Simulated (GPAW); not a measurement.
# Near-edge structure at the Ti K edge of TiB2 (P6/mmm)

How does the Ti K edge of TiB2 (P6/mmm) move when the bonds are compressed or stretched?

Calculated with GPAW 26.7.0; X-ray absorption from dipole matrix elements to empty bands, plane-wave PAW PBE.

### Step 1. The structure

It takes space group P6/mmm (No. 191, hexagonal). The conventional cell has a = 3.029 Å, b = 3.029 Å, c = 3.228 Å, α = 90.00°, β = 90.00°, γ = 120.00°. Nearest to Ti lie 12 B at 2.38 Å. B has 3 B at 1.75 Å and 6 Ti at 2.38 Å nearest. Farther neighbours are not listed.

### Step 2. Ground state of the crystal

A plain self-consistent run shows whether there is a gap, which decides the set-up of the core-hole run.

scf.py reads:

```python
import numpy as np
from ase import Atoms
from ase.parallel import parprint, paropen
from gpaw import GPAW, PW, FermiDirac, Mixer, MixerDif, setup_paths
from gpaw.test import gen
setup_paths.insert(0, '.')
gen('Ti', name='nch1s', xcname='PBE', corehole=(1, 0, 0), write_xml=True)
from gpaw.mpi import world
world.barrier()

atoms = Atoms('TiB2',
    cell=[[3.0292, 0, 0],
     [-1.5146, 2.62336415, 0],
     [0, 0, 3.2284]],
    scaled_positions=[[0, 0, 0],
     [0.66666667, 0.33333333, 0.5],
     [0.33333333, 0.66666667, 0.5]],
    pbc=True)
atoms.calc = calc = GPAW(legacy_gpaw=True, mode=PW(430, force_complex_dtype=True), xc='PBE', setups={0: 'nch1s'},
    kpts={'size': (9, 9, 8), 'gamma': True}, occupations=FermiDirac(0.05),
    charge=0, mixer=Mixer(0.1, 5, 50), maxiter=150,
    convergence={'density': 0.0001, 'eigenstates': 1e-6}, txt='scf.txt')
energy = atoms.get_potential_energy() + calc.get_reference_energy()
ef = calc.get_fermi_level()
out = dict(energy=energy, fermi=ef, forces=atoms.get_forces().tolist())
parprint(f'all-electron energy {energy:.4f} eV, Fermi level {ef:.4f} eV')
ev = np.array([[calc.get_eigenvalues(k, s) for k in range(len(calc.get_ibz_k_points()))] for s in range(calc.get_number_of_spins())])
out['homo'], out['lumo'], out['counts'] = ev[ev < ef].max(), ev[ev > ef].min(), sorted(set((ev < ef).sum((0, 2)).tolist()))
out['filled'] = (ev[:, 0] < ef).sum(1).tolist()
import json
with paropen('out.json', 'w') as f:
    json.dump(out, f)
```

The run is started by

```bash
> OMP_NUM_THREADS=1 mpirun -n 4 gpaw python scf.py
```

Numbers of over 12 decimals in the logs are rounded to 6 here.

Log:

```text
Input parameters:
  convergence: {density: 0.0001,
                eigenstates: 1e-06}
  kpts: {gamma: True,
         size: (9, 9, 8)}
  maxiter: 150
  mixer: {backend: pulay,
          beta: 0.1,
          method: separate,
          nmaxold: 5,
          weight: 50}
  mode: {ecut: 430.0,
         force_complex_dtype: True,
         name: pw}
  occupations: {fixmagmom: False,
                name: fermi-dirac,
                width: 0.05}
  setups: {0: nch1s}
  xc: PBE

Initialize ...

[... PAW data sets ...]

Reference energy: -24562.993884  # eV

Spin-paired calculation

[... convergence settings ...]
Symmetries present (total): 8
  [... symmetry matrices ...]

648 k-points: 9 x 9 x 8 Monkhorst-Pack grid + [0.000000,0.000000,1/16]
125 k-points in the irreducible part of the Brillouin zone
       k-points in crystal coordinates                weights
   0:     0.00000000    0.00000000    0.00000000          1/648
   1:     0.00000000    0.00000000    0.12500000          2/648
   2:     0.00000000    0.00000000    0.25000000          2/648
   3:     0.00000000    0.00000000    0.37500000          2/648
   4:     0.00000000    0.00000000    0.50000000          1/648
   5:     0.00000000    0.11111111    0.00000000          2/648
   6:     0.00000000    0.11111111    0.12500000          4/648
   7:     0.00000000    0.11111111    0.25000000          4/648
   8:     0.00000000    0.11111111    0.37500000          4/648
   9:     0.00000000    0.11111111    0.50000000          2/648
          ...
 124:     0.44444444    0.44444444    0.50000000          4/648

Wave functions: Plane wave expansion
  Cutoff energy: 430.000 eV
  Number of coefficients (min, max): 490, 551
  Pulay-stress correction: 0.000000 eV/Ang^3 (de/decut=0.000000)
  Using FFTW library
  Wavefunction extrapolation:
    Improved wavefunction reuse through dual PAW basis

Occupation numbers: Fermi-Dirac:
  width: 0.0500  # eV

Eigensolver
   Davidson(niter=2)

Densities:
  Coarse grid: 15*15*16 grid
  Fine grid: 30*30*32 grid
  Total Charge: 0.000000

Density mixing:
  Method: separate
  Backend: pulay
  Linear mixing parameter: 0.1
  old densities: 5
  Width of damping distribution: 1.1
  Damping of long wavelength oscillations: 50

[... Hamiltonian set-up ...]
Number of atoms: 3
Number of atomic orbitals: 21
Number of bands in calculation: 15
Number of valence electrons: 18
Bands to converge: occupied

... initialized

Initializing position-dependent things.

Density initialized from atomic densities
Creating initial wave functions:
  15 bands from LCAO basis set

         B  B

       Ti

Atomic positions and initial magnetic moments

Positions:
   0 Ti     0.000000    0.000000    0.000000    ( 0.0000,  0.0000,  0.0000)
   1 B      1.514600    0.874455    1.614200    ( 0.0000,  0.0000,  0.0000)
   2 B     -0.000000    1.748909    1.614200    ( 0.0000,  0.0000,  0.0000)

Unit cell:
           periodic     x           y           z      points  spacing
  1. axis:    yes    3.029200    0.000000    0.000000    15     0.1749
  2. axis:    yes   -1.514600    2.623364    0.000000    15     0.1749
  3. axis:    yes    0.000000    0.000000    3.228400    16     0.2018

  Lengths:   3.029200   3.029200   3.228400
  Angles:   90.000000  90.000000 120.000000

Effective grid spacing dv^(1/3) = 0.1924

iter:   1   -24.917810
iter:   2   -23.928627   -1.39  -1.03
iter:   3   -23.141089   -0.83  -1.17
iter:   4   -23.185722   -2.30  -1.67
iter:   5   -23.172061   -1.98  -1.59
iter:   6   -23.167364   -3.14  -2.46
iter:   7   -23.167184c  -3.75  -2.63
iter:   8   -23.166328c  -3.55  -2.69
iter:   9   -23.166253c  -4.88  -3.19
iter:  10   -23.166271c  -5.18  -3.46
iter:  11   -23.166256c  -5.56  -3.73
iter:  12   -23.166256c  -6.43c -4.18c

Converged after 12 iterations.

Dipole moment: (-0.000000, 0.000000, -0.000000) |e|*Ang

Energy contributions relative to reference atoms: (reference = -24562.993884)

Kinetic:        +21.131346
Potential:      -19.163982
External:        +0.000000
XC:             -25.160981
Entropy (-ST):   -0.004328
Local:           +0.029524
SIC:             +0.000000
--------------------------
Free energy:    -23.168420
Extrapolated:   -23.166256

Showing only first 2 kpts
 Kpt  Band  Eigenvalues  Occupancy
  0     7      9.13247    2.00000
  0     8      9.36685    2.00000
  0     9     13.38311    0.00000
  0    10     13.38311    0.00000

  1     7      9.03525    2.00000
  1     8     10.67752    2.00000
  1     9     12.90635    0.00000
  1    10     12.90648    0.00000

Fermi level: 11.45307

No gap
No difference between direct/indirect transitions

Forces in eV/Ang:
  0 Ti   -0.00000    0.00000    0.00000
  1 B     0.00000    0.00000    0.00000
  2 B     0.00000   -0.00000    0.00000
Scalar-relativistic atomic PBE calculation for Ti (Titanium, Z=22)
Core hole in 1s state (1s occupation: 2.0)
600 radial gridpoints.
|------------------------------------------------|
|------------------------------------------------|
[... the atom generator's iteration count ...]

Energy contributions:
-------------------------
Kinetic:     +860.511654
XC:           -41.917692
Potential:  -1672.060769
-------------------------
Total:       -853.466807

state      eigenvalue         ekin         rmax
-----------------------------------------------
1s^2.0 :  -178.884102   236.117456        0.046
2s^2.0 :   -19.728922    40.906723        0.269
2p^6.0 :   -16.326572    39.665249        0.220
3s^2.0 :    -2.301366     8.380954        0.869
3p^6.0 :    -1.428160     7.112963        0.902
3d^2.0 :    -0.156485     3.683416        0.981
4s^2.0 :    -0.164137     0.832643        2.921
4p^0.0 :    -0.053893     0.437167        3.813
-----------------------------------------------
(units: Bohr and Hartree)

Generating PAW setup
Kinetic energy of the core from tauc = 796.397006
Cutoffs:
rc(s)=2.400
rc(p)=2.000
rc(d)=2.000
rc(vbar)=1.800
rc(comp)=2.300
rc(nct)=2.400

Kinetic energy of the core states: 792.039849
Charge: 0.0
Core electrons: 10.0
Valence electrons: 12.0
Pseudo-core charge: 0.000001
Shape function alpha=1.890
Pseudo-electron charge 6.356241
state    eigenvalue         norm
--------------------------------
3s(2) :    -2.301366     0.296262
4s(2) :    -0.164137     0.992018
3p(6) :    -1.428160     0.433832
4p(0) :    -0.053893     0.982293
3d(2) :    -0.156485     0.588344
*d    :     0.843515
--------------------------------

Diagonalizing with gridspacing h=0.050

state   all-electron     PAW
-------------------------------
3s:      -2.301366    -2.301666
3p:      -1.428160    -1.428851
3d:      -0.156485    -0.156983
*f:                    0.063889
-------------------------------
all-electron energy -24586.1601 eV, Fermi level 11.4531 eV
```

Wall time 8.4 s (4 MPI ranks of Arm Neoverse V1, shared host); peak memory 0.17 GiB.

The mesh shows no gap, so the system is treated as a metal and the core electron is put at the Fermi level (neutral cell).

### Step 3. Supercell without a hole, the energy reference

The photon energy needs a difference of total energies, so the cell and mesh of the coming hole run are first run without a hole.

Changes to scf.py since step 2:

```diff
@@ -10,12 +10,27 @@
 
-atoms = Atoms('TiB2',
-    cell=[[3.0292, 0, 0],
-     [-1.5146, 2.62336415, 0],
-     [0, 0, 3.2284]],
+atoms = Atoms('Ti6B12',
+    cell=[[0, 5.24672831, 0],
+     [-4.5438, -2.62336415, 0],
+     [0, 0, 6.4568]],
     scaled_positions=[[0, 0, 0],
+     [0.33333333, 0.66666667, 0],
+     [0, 0, 0.5],
+     [0.66666667, 0.33333333, 0],
+     [0.33333333, 0.66666667, 0.5],
      [0.66666667, 0.33333333, 0.5],
-     [0.33333333, 0.66666667, 0.5]],
+     [0, 0.66666667, 0.25],
+     [0.33333333, 0.33333333, 0.25],
+     [0, 0.66666667, 0.75],
+     [0.66666667, 0, 0.25],
+     [0.33333333, 0.33333333, 0.75],
+     [0.66666667, 0, 0.75],
+     [0.33333333, 0, 0.25],
+     [0.66666667, 0.66666667, 0.25],
+     [0.33333333, 0, 0.75],
+     [0, 0.33333333, 0.25],
+     [0.66666667, 0.66666667, 0.75],
+     [0, 0.33333333, 0.75]],
     pbc=True)
 atoms.calc = calc = GPAW(legacy_gpaw=True, mode=PW(430, force_complex_dtype=True), xc='PBE', setups={0: 'nch1s'},
-    kpts={'size': (9, 9, 8), 'gamma': True}, occupations=FermiDirac(0.05),
+    kpts={'size': (5, 5, 4), 'gamma': True}, occupations=FermiDirac(0.1),
     charge=0, mixer=Mixer(0.1, 5, 50), maxiter=150,
```

Log:

```text
Input parameters:
  convergence: {density: 0.0001,
                eigenstates: 1e-06}
  kpts: {gamma: True,
         size: (5, 5, 4)}
  maxiter: 150
  mixer: {backend: pulay,
          beta: 0.1,
          method: separate,
          nmaxold: 5,
          weight: 50}
  mode: {ecut: 430.0,
         force_complex_dtype: True,
         name: pw}
  occupations: {fixmagmom: False,
                name: fermi-dirac,
[...]
4s(2) :    -0.164137     0.992018
3p(6) :    -1.428160     0.433832
4p(0) :    -0.053893     0.982293
3d(2) :    -0.156485     0.588344
*d    :     0.843515
--------------------------------

Diagonalizing with gridspacing h=0.050

state   all-electron     PAW
-------------------------------
3s:      -2.301366    -2.301666
3p:      -1.428160    -1.428851
3d:      -0.156485    -0.156983
*f:                    0.063889
-------------------------------
all-electron energy -147516.9534 eV, Fermi level 11.4406 eV
[key lines of the parts left out:]
Converged after 15 iterations.
Dipole moment: (0.000000, 0.000000, -0.000000) |e|*Ang
Free energy:   -139.040454
Fermi level: 11.44059
```

It took 61 s on 4 MPI ranks; peak memory 0.32 GiB.

Reference energy: -147516.953 eV with the cores included.

(Continued in part 2 of 4.)

[Banner, clock and machine lines of the logs are left out without a mark of their own.]

[Logs are printed without paths, hosts, clocks, repeated set-up lines and the standing remarks that a program may print on its own settings, such as how far it seeks lower states.]

[Hosts, paths, dates, database ids (printed as entryN), source tags and the programs' standing remarks are cut or masked in the printed files.]

[Lists of maxima count a maximum above −3 eV only where it reaches 4 % of the highest in the window and stands out from its surroundings by 2 % of it (1.5 % where it reaches 55 %); shoulders and weaker maxima are passed over, and of the rest the first, up to two pre-edge ones and the few strongest are named.]
